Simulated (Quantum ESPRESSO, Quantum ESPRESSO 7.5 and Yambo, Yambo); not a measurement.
# SrTiO3 (Tausonite): bands and cutoff in G0W0 with Yambo

Wanted: a converged G0W0 gap of SrTiO3 (Tausonite), or an estimate of the limit.

Method: PBE and many-body steps on it, plane waves, in Quantum ESPRESSO 7.5 and Yambo 5.3.0.

**1. Set-up**

Symmetry: Pm-3m, No. 221, cubic system. Conventional cell: a = 3.905 Å, b = 3.905 Å, c = 3.905 Å, α = 90.00°, β = 90.00°, γ = 90.00°. Nearest to Sr lie 12 O at 2.76 Å. Nearest to Ti lie 6 O at 1.95 Å. Nearest to O lie 2 Ti at 1.95 Å and 4 Sr at 2.76 Å. Farther neighbours and most contacts between anions are not listed.

The cell and positions come from the Crystallography Open Database and are kept as given unless a step says otherwise.

**2. Empty states on the mesh, 4×4×4 mesh, 402 bands**

This step: Quantum ESPRESSO 7.5; DFT, PBE, plane waves, norm-conserving pseudopotentials.

The sums over transitions need many empty states on a uniform mesh; this step solves for them.

Contents of pw.in:

```
&control
  calculation = 'nscf'
  prefix = 'x'
  outdir = 'o'
  pseudo_dir = 'pseudo'
/
&system
  ibrav = 0
  nat = 5
  ntyp = 3
  ecutwfc = 76.0
  nbnd = 402
  force_symmorphic = .true.
/
&electrons
  conv_thr = 1e-9
  electron_maxstep = 80
  diago_full_acc = .true.
  diago_thr_init = 5e-6
/
ATOMIC_SPECIES
  Sr 87.62 Sr.upf
  Ti 47.867 Ti.upf
  O 15.999 O.upf
CELL_PARAMETERS angstrom
  3.9052800000 0.0000000000 0.0000000000
  0.0000000000 3.9052800000 0.0000000000
  0.0000000000 0.0000000000 3.9052800000
ATOMIC_POSITIONS crystal
  Sr 0.5000000000 0.5000000000 0.5000000000
  Ti 0.0000000000 0.0000000000 0.0000000000
  O 0.5000000000 0.0000000000 0.0000000000
  O 0.0000000000 0.5000000000 0.0000000000
  O 0.0000000000 0.0000000000 0.5000000000
K_POINTS automatic
  4 4 4 0 0 0
```

Started as:

```bash
OMP_NUM_THREADS=1 mpirun -n 4 pw.x -nk 4 -in pw.in > pw.out
```

The log of the run:

```text
Program PWSCF v.7.5 starts

     This program is part of the open-source Quantum ESPRESSO suite
     for quantum simulation of materials; please cite
         "P. Giannozzi et al., J. Phys.:Condens. Matter 21 395502 (2009);
         "P. Giannozzi et al., J. Phys.:Condens. Matter 29 465901 (2017);
         "P. Giannozzi et al., J. Chem. Phys. 152 154105 (2020);
     in publications or presentations arising from this work. More details at

     Atomic positions and unit cell read from directory:
     o/x.save/

     Message from routine setup:
[...]
k = 0.0000 0.0000-0.5000 (  4484 PWs)   bands (ev):

[...]
54.5449  54.7979  54.8855  54.8855  55.5068  56.1918  56.1918  57.6651
     [... 39 further rows ...]
   193.5606 193.6019 193.6047 193.6669 193.6669 194.1554 194.5894 194.6985
   194.8577 194.8577

          k = 0.0000 0.2500 0.2500 (  4514 PWs)   bands (ev):

     [... further k-points ...]

     highest occupied, lowest unoccupied level (ev):    10.0469   11.9546

     XML data file, pseudopotentials, collected wavefunctions

=------------------------------------------------------------------------------=
   JOB DONE.
=------------------------------------------------------------------------------=
```

Wall time 71 s (4 MPI ranks of Intel Xeon 6975P-C (Granite Rapids), shared host); peak memory 0.93 GiB.

Numbers from this step:

```
gap                                                           : 1.908 eV
k of the valence top                                          : -0.5, -0.5, -0.5
k of the conduction bottom                                    : 0, 0, 0
least direct gap                                              : 2.263 eV
k points computed                                             : 10
lowest point of the top converged band, above the valence top : 184.8108 eV
```

On this mesh the gap is 1.908 eV.

The density comes from a self-consistent run that is not shown.

**3. Conversion and set-up**

This step: Yambo 5.3.0; conversion and set-up on PBE, plane waves, norm-conserving pseudopotentials.

The states are converted to the many-body program's format and the q mesh is built.

Started as:

```bash
(cd o/x.save; p2y > p2y.log; mv SAVE ../..); yambo > setup.log
```

The log of the run:

```text
 Yambo, version 5.3.0

 [02] CORE Variables Setup
 =========================

  [02.01] Unit cells
  ==================

  Cell kind             :  CUB
  Atoms in the cell     :  Sr  Ti  O
  number of Sr atoms    :  1
  number of Ti atoms    :  1
  number of O  atoms    :  3

  List of atomic masses
  Mass of Sr    :  87.62000
  Mass of Ti    :  47.86700
  Mass of O     :  15.99900

  List of atomic coordinates    : [cc]
  Sr1       :  3.689955  3.689955  3.689955  order 1
  Ti1       :  0.000000  0.000000  0.000000  order 2
  O1       :  3.689955  0.000000  0.000000  order 3
[...]
IBZ Q-points                                      :  10
 BZ  Q-points                                      :   64

 K/Q-points units:
 rlu = crystal or reduced units; cc = cartesian coordinates; iku = interal k-units

 Q [ 1]         [rlu]:  0.000000  0.000000  0.000000
 Q [ 2]         [rlu]:  0.000000  0.000000  0.250000
 Q [ 3]         [rlu]:  0.000000  0.000000 -0.500000
[...]
Q [ 8]         [rlu]:  0.250000  0.250000 -0.500000
 Q [ 9]         [rlu]:  0.250000 -0.500000 -0.500000
 Q [10]         [rlu]: -0.500000 -0.500000 -0.500000

  [03.01] X indexes
  =================

   [03.01.01] Sigma indexes
   ========================

 [06] Game Over & Game summary
```

Run time: 3.6 s. Hardware: 1 MPI rank; peak memory 0.25 GiB.

**4. 67 bands, 95.2 eV**

G0W0 replaces the xc potential by the self-energy, built once from these orbitals. Only a window of levels is corrected, while the sums run over the empty bands that the input names.

This step: G0W0 on PBE, plane waves, norm-conserving pseudopotentials.

Contents of gw1.in:

```
HF_and_locXC
gw0
dyson
ppa
em1d
rim_cut
RandQpts= 1000000
RandGvec= 1 RL
EXXRLvcs= 76 Ry
VXCRLvcs= 304 Ry
Chimod= "HARTREE"
% BndsRnXp
 1 | 67 |
%
NGsBlkXp= 7 Ry
% LongDrXp
 1 | 1 | 1 |
%
% GbndRnge
 1 | 67 |
%
DysSolver= "n"
ExtendOut
PPAPntXp= 27.21138 eV
% QPkrange
 10 | 10 | 19 | 22 |
 1 | 1 | 19 | 22 |
%
```

Started as:

```bash
OMP_NUM_THREADS=1 mpirun -n 4 yambo -F gw1.in -J gw1 -C gw1 > gw1.log
```

The log of the run:

```text
 Yambo, version 5.3.0

 [02] CORE Variables Setup
 =========================

  [... cell, symmetries and grids as in the set-up ...]

  [02.05] Energies & Occupations
  ==============================

  [X] === General ===
  [X] Electronic Temperature                        :  0.000000  0.000000 [eV K]
  [X] Bosonic    Temperature                        :  0.000000  0.000000 [eV K]
  [X] Finite Temperature mode                       : no
  [X] El. density                                   :  0.67159E+24 [cm-3]
  [X] Fermi Level                                   :  10.04689 [eV]

  [X] === Gaps and Widths ===
  [X] Conduction Band Min                           :  1.907663 [eV]
  [X] Valence Band Max                              :  0.000000 [eV]
  [X] Filled Bands                                  :  20
  [X] Empty Bands                                   :    21   402
  [X] Direct Gap                                    :  2.262791 [eV]
  [X] Direct Gap localized at k                     :  1
  [X] Indirect Gap                                  :  1.907663 [eV]
  [X] Indirect Gap between kpts                     :  10   1
  [X] Last valence band width                       :  0.731989 [eV]
  [X] 1st conduction band width                     :  2.609048 [eV]

 [03] Transferred momenta grid and indexing
 ==========================================

 IBZ Q-points                                      :  10
 BZ  Q-points                                      :   64

 K/Q-points units:
 rlu = crystal or reduced units; cc = cartesian coordinates; iku = interal k-units

 Q [ 1]         [rlu]:  0.000000  0.000000  0.000000
 Q [ 2]         [rlu]:  0.000000  0.000000  0.250000
 Q [ 3]         [rlu]:  0.000000  0.000000 -0.500000
 Q [ 4]         [rlu]:  0.000000  0.250000  0.250000
 Q [ 5]         [rlu]:  0.000000  0.250000 -0.500000
 Q [ 6]         [rlu]:  0.000000 -0.500000 -0.500000
 Q [ 7]         [rlu]:  0.250000  0.250000  0.250000
 Q [ 8]         [rlu]:  0.250000  0.250000 -0.500000
 Q [ 9]         [rlu]:  0.250000 -0.500000 -0.500000
 Q [10]         [rlu]: -0.500000 -0.500000 -0.500000

 [04] Coloumb potential Random Integration (RIM)
 ===============================================

  [04.01] RIM initialization
  ==========================

  * Diagonal components only detected *

  8 x (sBL volume)        :  0.077143 [a.u.]
  sBZ random points       :  1000000
  Points outside the sBZ  :   7992674
  RL volume               :  0.617144 [a.u.]
  Integrated volume       :  0.617710 [a.u.]

  [04.02] RIM integrals
  =====================

  Gamma point sphere radius             :  0.077218 [a.u.]
  Points outside the sphere             :   799758
  [Int_sBZ(q=0) 1/q^2]*(Vol_sBZ)^(-1/3) =:  7.677921
                                 should be <:  7.795600

  Summary of Coulomb integrals for non-metallic bands |Q|[au] RIM/Bare

  Q [1] 0.100000E-4 0.984904 * Q [2] 0.212848 1.050352
  Q [4] 0.301012 1.048056 * Q [7] 0.368663 1.034451
  Q [3] 0.425695 1.019613 * Q [5] 0.475942 1.017752
  Q [8] 0.521368 1.015471 * Q [6] 0.602024 1.012155
  Q [9] 0.638543 1.010963 * Q [10] 0.737326 1.008585

 [WARNING] [Xp] User bands 1-67 break level degeneracy

 [05] Dipoles
 ============

  [05.01] Setup: observables and procedures
  =========================================

  [WARNING] [x,Vnl] slows the Dipoles computation. To neglect it rename the ns.kb_pp file

 [06] Dynamic Dielectric Matrix (PPA)
 ====================================

 [WR./gw1//ndb.pp]---------------------------------------------------------------
  Brillouin Zone Q/K grids (IBZ/BZ)                :   10   64   10   64
  RL vectors                                       :   5743 [WF]
  Coulomb cutoff potential                         : none
  Electronic Temperature                           :  0.000000 [K]
  Bosonic    Temperature                           :  0.000000 [K]
  PPA    diel. fun.  energies                      : Perdew, Burke & Ernzerhof(X)+Perdew, Burke & Ernzerhof(C)
[...]
Global Gauge                                     : length
  X matrix size                                    :  147
  X band range                                     :    1   67
  X e/h energy range                               : -1.000000 -1.000000 [eV]
  X Time ordering                                  : R
  X Hxc Kernel                                     : HARTREE
  X Drude frequency                                :  0.000000  0.000000
  X poles                                          :  100.0000 [o/o]
  RL vectors in the sum                            :   5743
  [r,Vnl] included                                 : yes
  Field direction                                  :  0.577350E-5  0.577350E-5  0.577350E-5
  BZ energy Double Grid                            : no
  BZ energy DbGd points                            : 0
  BZ Q point size factor                           : -1.000000
  X Optical Averaged directions                    : none

 [07] Local Exchange-Correlation + Non-Local Fock
 ================================================

 [VXC] Plane waves :   36041
 [EXS] Plane waves :   4553

 QP @ state[ 1 ] K range:  1  1
 QP @ state[ 1 ] b range:  19  22
 QP @ state[ 2 ] K range:  10  10
 QP @ state[ 2 ] b range:  19  22

 [xc] Functional : Perdew, Burke & Ernzerhof(X)+Perdew, Burke & Ernzerhof(C)
 [xc] LIBXC used to calculate xc functional
  PP Number of Atomic Species                      :  3
  NLCC RL compoments                               :   36041
  PP Number of Atomic Species                      :  3
  NLCC RL compoments                               :   36041

 [xc] E_xc :  -22.32465 [Ha]
      E_xc :  -44.64929 [Ry]

  Local XC kind (lXC) : Perdew, Burke & Ernzerhof(X)+Perdew, Burke & Ernzerhof(C)
  Non-Local XC kind (nlXC) : Hartree-Fock

  Corrections @ K [1] :  [eV]
 <19|nlXC|19> = -25.25794 -0.98148E-17 <19|lXC|19> = -20.54184  0.000000
 <20|nlXC|20> = -25.25795 -0.42540E-17 <20|lXC|20> = -20.54184  0.000000
 <21|nlXC|21> = -11.48491 -0.14837E-17 <21|lXC|21> = -18.88296  0.000000
 <22|nlXC|22> = -11.48491 -0.20954E-18 <22|lXC|22> = -18.88296  0.75527E-15

  Corrections @ K [10] :  [eV]
 <19|nlXC|19> = -25.09238 -0.10312E-16 <19|lXC|19> = -20.19479  0.000000
 <20|nlXC|20> = -25.09237  0.11991E-16 <20|lXC|20> = -20.19479  0.000000
 <21|nlXC|21> = -12.96587  0.21775E-18 <21|lXC|21> = -21.98334  0.000000
 <22|nlXC|22> = -12.96587 -0.14850E-18 <22|lXC|22> = -21.98334  0.37763E-15

  [07.01] Hartree-Fock occupations report
  =======================================

  [Hartree-Fock] === General ===
  [Hartree-Fock] Electronic Temperature             :  0.000000  0.000000 [eV K]
  [Hartree-Fock] Bosonic    Temperature             :  0.000000  0.000000 [eV K]
  [Hartree-Fock] Finite Temperature mode            : no
  [Hartree-Fock] El. density                        :  0.67159E+24 [cm-3]
  [Hartree-Fock] Fermi Level                        :  10.04689 [eV]

  [Hartree-Fock] === Gaps and Widths ===
  [Hartree-Fock] Conduction Band Min                :  1.989030 [eV]
  [Hartree-Fock] Valence Band Max                   : -0.043408 [eV]
  [Hartree-Fock] Filled Bands                       :  20
  [Hartree-Fock] Empty Bands                        :    21   402
  [Hartree-Fock] Direct Gap                         :  2.584165 [eV]
  [Hartree-Fock] Direct Gap localized at k          :  2
  [Hartree-Fock] Indirect Gap                       :  2.032438 [eV]
  [Hartree-Fock] Indirect Gap between kpts          :   9   2
  [Hartree-Fock] Last valence band width            :  5.027834 [eV]
  [Hartree-Fock] 1st conduction band width          :  11.54515 [eV]

 [08] Dyson equation: Newton solver
 ==================================

  [08.01] G0W0 (W PPA)
  ====================

  [  GW  ] Bands range     :    1   67
  [GW/PPA] G damping       :  0.100000 [eV]

  QP @ state[ 1 ] K range:  1  1
  QP @ state[ 1 ] b range:  19  22
  QP @ state[ 2 ] K range:  10  10
  QP @ state[ 2 ] b range:  19  22

   Sc/G bands                                       :    1   67
   Sc/G damping                                     :  0.100000 ev
   Sc bands terminator                              : no
   Sx RL components                                 :   4553

   QP @ state[ 1 ] K range                          :  1  1
   QP @ state[ 1 ] b range                          :  19  22
   QP @ state[ 2 ] K range                          :  10  10
   QP @ state[ 2 ] b range                          :  19  22
   GF energies kind                                 : Perdew, Burke & Ernzerhof(X)+Perdew, Burke & Ernzerhof(C)
   GF WF`s kind                                     : Perdew, Burke & Ernzerhof(X)+Perdew, Burke & Ernzerhof(C)
   Xs energies kind                                 : Perdew, Burke & Ernzerhof(X)+Perdew, Burke & Ernzerhof(C)
   Xs WF`s kind                                     : Perdew, Burke & Ernzerhof(X)+Perdew, Burke & Ernzerhof(C)

 [11] Game Over & Game summary
```

Run time: 60 s. Hardware: 4 MPI ranks; peak memory 1.7 GiB; 3.9 min of CPU time.

Numbers from this step:

```
G0W0 gap on the points computed              : 3.537 eV
starting gap on the mesh                     : 1.908 eV
k of the valence top                         : -0.5, -0.5, -0.5
k of the conduction bottom                   : 0, 0, 0
least direct G0W0 gap on the computed points : 3.889 eV
Z at the valence top                         : 0.7675
Z at the conduction bottom                   : 0.7796
```

The gap on the mesh goes from 1.91 eV to 3.54 eV, a correction of +1.63 eV.

(Part 1 of 2 ends here.)

[Paths, hosts, dates, memory and timing lines, banners, echoed tables and standing remarks are left out of the program output.]

[Logs are printed without paths, hosts, clocks, repeated set-up lines and the standing remarks that a program may print on its own settings, such as how far it seeks lower states.]

[Runs of the session that timed out or met a known fault of the program may be left out.]

[Hosts, paths, dates, database ids (printed as entryN), source tags and the programs' standing remarks are cut or masked in the printed files.]
